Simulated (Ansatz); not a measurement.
Two G0W0 runs on BaTiO3 (Pm-3m).

```xyz
5
Lattice="4.0060 0.0000 0.0000 0.0000 4.0060 0.0000 0.0000 0.0000 4.0060" Properties=species:S:1:pos:R:3 pbc="T T T"
Ba    2.0030    2.0030    2.0030
Ti    0.0000    0.0000    0.0000
O     2.0030    0.0000    0.0000
O     0.0000    2.0030    0.0000
O     0.0000    0.0000    2.0030
```

The cell and positions come from the Crystallography Open Database and are kept as given unless a step says otherwise. Spin-orbit coupling is left out unless a run names it.

The first (Ansatz 0.2.0; start PBE with 20 % screened exact exchange, 4×4×4 mesh, 268 empty bands, screening to 150 eV, PAW set soft_1 files; 1 × NVIDIA H100 80GB HBM3 (shared by 6 runs) with 3 threads of AMD EPYC 7R13 (Zen 3), shared host) gave, on its mesh: starting gap 2.89 eV, G0W0 gap 3.36 eV, RPA ε∞ (mean) 5.18, 22 s.

Question: The second changes start from PBE with 20 % screened exact exchange to PBE with 40 % screened exact exchange. What does it give?

It gave: starting gap 4.14 eV, G0W0 gap 3.56 eV, RPA ε∞ (mean) 4.16, 24 s. The G0W0 gap moves by +0.19 eV, +1.26 eV from the start and −1.06 eV from the correction. Σc changes by −0.32 eV at the valence top and +0.37 eV at the conduction bottom, and Σx − Vxc between them by −1.76 eV.

Limits: not at the basis limit; no spin-orbit coupling; coarse k mesh.

[Paths, hosts, dates, memory and timing lines, banners, echoed tables and standing remarks are left out of the program output.]

[Logs are printed without paths, hosts, clocks, repeated set-up lines and the standing remarks that a program may print on its own settings, such as how far it seeks lower states.]

[Runs of the session that timed out or met a known fault of the program may be left out.]

[Cells called generated may have been cut or substituted from an entry of the Crystallography Open Database or the Materials Project.]

[Hosts, paths, dates, database ids (printed as entryN), source tags and the programs' standing remarks are cut or masked in the printed files.]
